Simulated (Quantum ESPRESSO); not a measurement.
# Magnetic state of MnB from several starts, part 2 of 2

Wanted: the moments of MnB and the energy of each order that was tried.

Quantum ESPRESSO 7.5; LDA; plane waves with GBRV 1.5 LDA potentials, no spin-orbit coupling.

So far, absolute magnetization (μB): step 2 (start 1: ferro ++++) 7.73.

## 3. Run 2, typed as antiferro +−−+

The input, pw.in:

```
&CONTROL
  calculation = 'scf'
  prefix = 'pwscf'
  outdir = './tmp'
  pseudo_dir = './pseudo'
  disk_io = 'nowf'
/
&SYSTEM
  ibrav = 0
  celldm(1) = 8
  nat = 8
  ntyp = 3
  ecutwfc = 40
  ecutrho = 280
  nbnd = 48
  occupations = 'smearing'
  smearing = 'fd'
  degauss = 0.00734986
  nspin = 2
  starting_magnetization(1) = 0.2333
  starting_magnetization(2) = -0.2333
  starting_magnetization(3) = 0
/
&ELECTRONS
  conv_thr = 1.6d-08
  electron_maxstep = 150
  mixing_beta = 0.3
/
ATOMIC_SPECIES
Mn1    54.9380 mn_lda_v1.5.uspp.F.UPF
Mn2    54.9380 mn_lda_v1.5.uspp.F.UPF
B      10.8100 b_lda_v1.4.uspp.F.UPF
CELL_PARAMETERS alat
   1.3141112951810    0.0000000000000    0.0000000000000
   0.0000000000000    0.7031789017615    0.0000000000000
   0.0000000000000    0.0000000000000    0.9796441802839
ATOMIC_POSITIONS crystal
Mn1     0.1758800000    0.2500000000    0.1208300000
Mn2     0.3241200000    0.7500000000    0.6208300000
Mn2     0.6758800000    0.2500000000    0.3791700000
Mn1     0.8241200000    0.7500000000    0.8791700000
B       0.0341000000    0.2500000000    0.6128000000
B       0.4659000000    0.7500000000    0.1128000000
B       0.5341000000    0.2500000000    0.8872000000
B       0.9659000000    0.7500000000    0.3872000000
K_POINTS automatic
8 8 8 0 0 0
```

The run is started by

```
$ OMP_NUM_THREADS=1 mpirun -n 4 pw.x -nk 4 -in pw.in > pw.out
```

Log:

```text
[banner, memory and clock lines left out]
Program PWSCF v.7.5 starts

     Message from routine setup:
     using ibrav=0 with symmetry is DISCOURAGED, use correct ibrav instead

     bravais-lattice index     =            0
     lattice parameter (alat)  =       8.0000  a.u.
     unit-cell volume          =     463.4857 (a.u.)^3
     number of atoms/cell      =            8
     number of atomic types    =            3
     number of electrons       =        72.00
     number of Kohn-Sham states=           48
     kinetic-energy cutoff     =      40.0000  Ry
     charge density cutoff     =     280.0000  Ry
     scf convergence threshold =      1.6E-08
     mixing beta               =       0.3000
     number of iterations used =            8  plain     mixing
     Exchange-correlation=  SLA  PZ   NOGX NOGC
                           (   1   1   0   0   0   0   0)

     celldm(1)=   8.000000  celldm(2)=   0.000000  celldm(3)=   0.000000
     celldm(4)=   0.000000  celldm(5)=   0.000000  celldm(6)=   0.000000

     crystal axes: (cart. coord. in units of alat)
               a(1) = (   1.314111   0.000000   0.000000 )
               a(2) = (   0.000000   0.703179   0.000000 )
               a(3) = (   0.000000   0.000000   0.979644 )

     reciprocal axes: (cart. coord. in units 2 pi/alat)
               b(1) = (  0.760971  0.000000  0.000000 )
               b(2) = (  0.000000  1.422113  0.000000 )
               b(3) = (  0.000000  0.000000  1.020779 )

     PseudoPot. # 1 for Mn read from file:
     mn_lda_v1.5.uspp.F.UPF
     Pseudo is Ultrasoft + core correction, Zval = 15.0

     PseudoPot. # 2 for Mn read from file:
     mn_lda_v1.5.uspp.F.UPF
     Pseudo is Ultrasoft + core correction, Zval = 15.0

     PseudoPot. # 3 for B  read from file:
     b_lda_v1.4.uspp.F.UPF
     Pseudo is Ultrasoft + core correction, Zval =  3.0

     atomic species   valence    mass     pseudopotential
     Mn1              15.00    54.93800     Mn( 1.00)
     Mn2              15.00    54.93800     Mn( 1.00)
     B                 3.00    10.81000     B ( 1.00)

     Starting magnetic structure
     atomic species   magnetization
     Mn1             0.233
     Mn2            -0.233
     B               0.000

      4 Sym. Ops., with inversion, found ( 2 have fractional translation)

   Cartesian axes

     site n.     atom                  positions (alat units)
         1        Mn1    tau(   1) = (   0.2311259   0.1757947   0.1183704  )
         2        Mn2    tau(   2) = (   0.4259298   0.5273842   0.6081925  )
         3        Mn2    tau(   3) = (   0.8881815   0.1757947   0.3714517  )
         4        Mn1    tau(   4) = (   1.0829854   0.5273842   0.8612738  )
         5        B      tau(   5) = (   0.0448112   0.1757947   0.6003260  )
         6        B      tau(   6) = (   0.6122445   0.5273842   0.1105039  )
         7        B      tau(   7) = (   0.7018668   0.1757947   0.8691403  )
         8        B      tau(   8) = (   1.2693001   0.5273842   0.3793182  )

     number of k points=   170  Fermi-Dirac smearing, width (Ry)=  0.0073

     Number of k-points >= 100: set verbosity='high' to print them.

     Dense  grid:    36567 G-vectors     FFT dimensions: (  60,  30,  45)

     Smooth grid:    15855 G-vectors     FFT dimensions: (  45,  24,  32)

     Check: negative core charge=   -0.000057
     Generating pointlists ...
     new r_m :   0.2131 (alat units)  1.7052 (a.u.) for type    1
     new r_m :   0.2131 (alat units)  1.7052 (a.u.) for type    2
     new r_m :   0.1752 (alat units)  1.4020 (a.u.) for type    3

     Initial potential from superposition of free atoms

     starting charge      69.9988, renormalised to      72.0000
     Starting wfcs are   68 randomized atomic wfcs

     Self-consistent Calculation

     iteration #  1     ecut=    40.00 Ry     beta= 0.30
     Davidson diagonalization with overlap
     ethr =  1.00E-02,  avg # of iterations =  2.0

     total energy              =    -867.88515003 Ry
     estimated scf accuracy    <      10.05166827 Ry

     total magnetization       =    -0.00 Bohr mag/cell
     absolute magnetization    =     7.28 Bohr mag/cell

     iteration #  2     ecut=    40.00 Ry     beta= 0.30
     Davidson diagonalization with overlap
     ethr =  1.00E-02,  avg # of iterations =  3.3

     total energy              =    -870.10979382 Ry
     estimated scf accuracy    <       2.24956715 Ry

     total magnetization       =    -0.00 Bohr mag/cell
     absolute magnetization    =     8.88 Bohr mag/cell

     [... further iterations left out ...]

     iteration # 18     ecut=    40.00 Ry     beta= 0.30
     Davidson diagonalization with overlap
     ethr =  8.09E-11,  avg # of iterations =  3.7

     total energy              =    -870.55146523 Ry
     estimated scf accuracy    <       0.00000002 Ry

     total magnetization       =    -0.00 Bohr mag/cell
     absolute magnetization    =     4.05 Bohr mag/cell

     iteration # 19     ecut=    40.00 Ry     beta= 0.30
     Davidson diagonalization with overlap
     ethr =  2.23E-11,  avg # of iterations =  2.0

     Magnetic moment per site  (integrated on atomic sphere of radius R)
     atom   1 (R=0.213)  charge= 12.6690  magn=  0.9106
     atom   2 (R=0.213)  charge= 12.6694  magn= -0.9116
     atom   3 (R=0.213)  charge= 12.6694  magn= -0.9116
     atom   4 (R=0.213)  charge= 12.6690  magn=  0.9106
     atom   5 (R=0.175)  charge=  1.4308  magn= -0.0043
     atom   6 (R=0.175)  charge=  1.4324  magn=  0.0044
     atom   7 (R=0.175)  charge=  1.4324  magn=  0.0044
     atom   8 (R=0.175)  charge=  1.4308  magn= -0.0043

     End of self-consistent calculation

     Number of k-points >= 100: set verbosity='high' to print the bands.

     the Fermi energy is    16.7232 ev

!    total energy              =    -870.55146524 Ry
     estimated scf accuracy    <          3.6E-09 Ry
     smearing contrib. (-TS)   =      -0.02472785 Ry
     internal energy E=F+TS    =    -870.52673739 Ry

     The total energy is F=E-TS. E is the sum of the following terms:
     one-electron contribution =    -376.00889489 Ry
     hartree contribution      =     228.53143434 Ry
     xc contribution           =    -116.79551480 Ry
     ewald contribution        =    -606.25376204 Ry

     total magnetization       =    -0.00 Bohr mag/cell
     absolute magnetization    =     4.04 Bohr mag/cell

     convergence has been achieved in  19 iterations
```

Elapsed: 4.2 min, on 4 MPI ranks of Arm Neoverse V1, shared host; peak memory 0.89 GiB.

Spin moment in the atom's sphere by atom:

```tsv
atom	spin moment in the atom's sphere (μB)
Mn1	0.911
Mn2	-0.912
Mn3	-0.912
Mn4	0.911
B5	-0.004
B6	0.004
B7	0.004
B8	-0.004
```

Numbers from this step:

```
smearing term TS       : 0.3364 eV
magnetization          : 0 μB
absolute magnetization : 4.045 μB
final state            : antiferromagnetic
```

Spin density in the ac plane at fractional y = 0.250, with atoms of Mn and B within 0.2 Å of it.

Values in e/Å³, 11 rows by 15 columns, each cell a mean:
```
 0.0  0.1  0.1  0.1  0.0  0.0  0.0  0.0  0.0  0.0  0.0  0.0  0.0  0.0  0.0
 0.0  0.0  0.0  0.0  0.0  0.0  0.0  0.0  0.0  0.0  0.0  0.0  0.0  0.0  0.0
 0.0  0.0  0.0  0.0  0.0  0.0  0.0  0.0  0.0  0.0  0.0  0.0  0.0  0.0  0.0
 0.0  0.0  0.0  0.0  0.0  0.0  0.0  0.0  0.0  0.0  0.0  0.0  0.0  0.0  0.0
 0.0  0.0  0.0  0.0  0.0  0.0  0.0  0.0  0.0 -0.1 -0.1  0.0  0.0  0.0  0.0
 0.0  0.0  0.0  0.0  0.0  0.0  0.0  0.0 -0.1 -0.5 -0.5 -0.2  0.0  0.0  0.0
 0.0  0.0  0.0  0.0  0.0  0.0  0.0  0.0 -0.2 -1.1 -1.4 -0.8 -0.1  0.0  0.0
 0.0  0.0  0.1  0.1  0.1  0.0  0.0  0.0 -0.1 -0.5 -1.0 -0.6 -0.1  0.0  0.0
 0.0  0.2  0.5  0.7  0.2  0.0  0.0  0.0  0.0 -0.1 -0.2 -0.1  0.0  0.0  0.0
 0.1  0.5  1.4  1.4  0.4  0.0  0.0  0.0  0.0  0.0  0.0  0.0  0.0  0.0  0.0
 0.1  0.4  0.9  0.5  0.2  0.0  0.0  0.0  0.0  0.0  0.0  0.0  0.0  0.0  0.0
```
Columns run along a (5.6 Å), rows up along c (4.1 Å). Atoms in or near the plane, at fractional coordinates: Mn at (0.18, 0.12), Mn at (0.68, 0.38), B at (0.03, 0.61), B at (0.53, 0.89).

Valence density in the ac plane at fractional y = 0.250, with atoms of Mn and B within 0.2 Å of it. It is the smooth field of the valence electrons, not physical close to the nuclei.

Values in e/Å³, 11 rows by 15 columns, each cell a mean:
```
 0  1  2  1  1  0  1  1  1  1  0  0  0  0  0
 0  0  0  0  0  0  1  1  1  1  0  0  0  0  0
 1  1  0  0  0  0  0  1  1  1  0  0  0  0  1
 1  1  1  0  0  0  0  0  0  0  0  0  0  0  1
 1  1  1  0  0  0  0  0  0  1  1  1  0  0  1
 1  1  0  0  0  0  0  0  1  5 10  4  1  0  1
 0  1  0  0  0  0  0  0  2 14 15 11  1  0  0
 0  1  1  1  0  0  0  0  1 10 15  7  1  0  0
 0  3 11 10  2  0  0  0  1  2  3  1  0  0  0
 1  7 16 17  4  1  0  0  0  1  0  0  0  0  0
 1  3 13 11  2  1  0  1  1  1  0  0  0  0  0
```
Columns run along a (5.6 Å), rows up along c (4.1 Å). Atoms in or near the plane, at fractional coordinates: Mn at (0.18, 0.12), Mn at (0.68, 0.38), B at (0.03, 0.61), B at (0.53, 0.89).

## 4. Run 3 (antiferro +−+−)

Edit pw.in of step 3 so:

```diff
@@ -39,4 +39,4 @@
 Mn2     0.3241200000    0.7500000000    0.6208300000
-Mn2     0.6758800000    0.2500000000    0.3791700000
-Mn1     0.8241200000    0.7500000000    0.8791700000
+Mn1     0.6758800000    0.2500000000    0.3791700000
+Mn2     0.8241200000    0.7500000000    0.8791700000
 B       0.0341000000    0.2500000000    0.6128000000
```

Log:

```text
     [... lines left out ...]
Program PWSCF v.7.5 starts
     [... lines left out ...]
     number of atoms/cell      =            8
     [... lines left out ...]
     number of electrons       =        72.00
     number of Kohn-Sham states=           48
     kinetic-energy cutoff     =      40.0000  Ry
     charge density cutoff     =     280.0000  Ry
     scf convergence threshold =      1.6E-08
     [... lines left out ...]
      4 Sym. Ops. (no inversion) found ( 3 have fractional translation)
     [... lines left out ...]
     number of k points=   125  Fermi-Dirac smearing, width (Ry)=  0.0073
     [... lines left out ...]
     iteration # 22     ecut=    40.00 Ry     beta= 0.30
     [... lines left out ...]
     Magnetic moment per site  (integrated on atomic sphere of radius R)
     atom   1 (R=0.213)  charge= 12.6687  magn=  0.8582
     atom   2 (R=0.213)  charge= 12.6687  magn= -0.8597
     atom   3 (R=0.213)  charge= 12.6687  magn=  0.8582
     atom   4 (R=0.213)  charge= 12.6687  magn= -0.8597
     atom   5 (R=0.175)  charge=  1.4316  magn=  0.0046
     atom   6 (R=0.175)  charge=  1.4316  magn= -0.0045
     atom   7 (R=0.175)  charge=  1.4316  magn=  0.0046
     atom   8 (R=0.175)  charge=  1.4316  magn= -0.0045
     [... lines left out ...]
     the Fermi energy is    16.7080 ev
!    total energy              =    -870.55012078 Ry
     estimated scf accuracy    <       0.00000001 Ry
     smearing contrib. (-TS)   =      -0.02678090 Ry
     [... lines left out ...]
     total magnetization       =    -0.00 Bohr mag/cell
     absolute magnetization    =     3.84 Bohr mag/cell
     convergence has been achieved in  22 iterations
```

The job ended after 3.8 min (4 MPI ranks; peak memory 0.75 GiB).

Spin moment in the atom's sphere by atom:

```tsv
atom	spin moment in the atom's sphere (μB)
Mn1	0.858
Mn2	-0.860
Mn3	0.858
Mn4	-0.860
B5	0.005
B6	-0.004
B7	0.005
B8	-0.004
```

Numbers from this step:

```
smearing term TS       : 0.3644 eV
magnetization          : 0 μB
absolute magnetization : 3.84 μB
final state            : antiferromagnetic
```

## 5. The states side by side

An order is kept where moments of 0.15 μB or more survive with the typed signs; meshes match where a doubled cell samples the same k points as the first cell.

Orders:

```tsv
start	final state	typed order kept	energy over the lowest (meV a seeded atom)	largest site moment (μB)	net moment (μB a cell of the first run)	mesh matched	CPU time (s)
ferro ++++	ferromagnetic	yes	0	1.726	7.066	yes	589.3
antiferro +--+	antiferromagnetic	yes	128.8	0.9116	0.002155	yes	1018
antiferro +-+-	antiferromagnetic	yes	133.4	0.8597	0.003273	yes	918.5
```

## 6. What came out

| Item | Value |
| --- | --- |
| lowest state found | ferromagnetic (from ferro ++++) |
| largest site moment | 1.73 μB |
| next state with moments | antiferromagnetic, 129 meV a seeded atom higher |

In words: The smearing terms TS of the orders run from 43 to 91 meV a seeded atom, so the differences would change at a smaller width: an order with a larger TS is lowered more by the smearing. This is the lowest of 3 collinear or spinless starts, no proof of the ground state. Energies are free energies at an electronic temperature of 1160 K, which lowers moments and differences where the moments are itinerant.

[Logs and program files are shortened in this print: banners, set-up blocks, solver, clock and traceback lines can be left out without a mark of their own.]

[Logs are printed without paths, hosts, clocks, repeated set-up lines and the standing remarks that a program may print on its own settings, such as how far it seeks lower states.]

[Hosts, paths, dates, database ids (printed as entryN), source tags and the programs' standing remarks are cut or masked in the printed files.]

[Where a cell is said to come from a database of computed structures, the database is the Materials Project.]
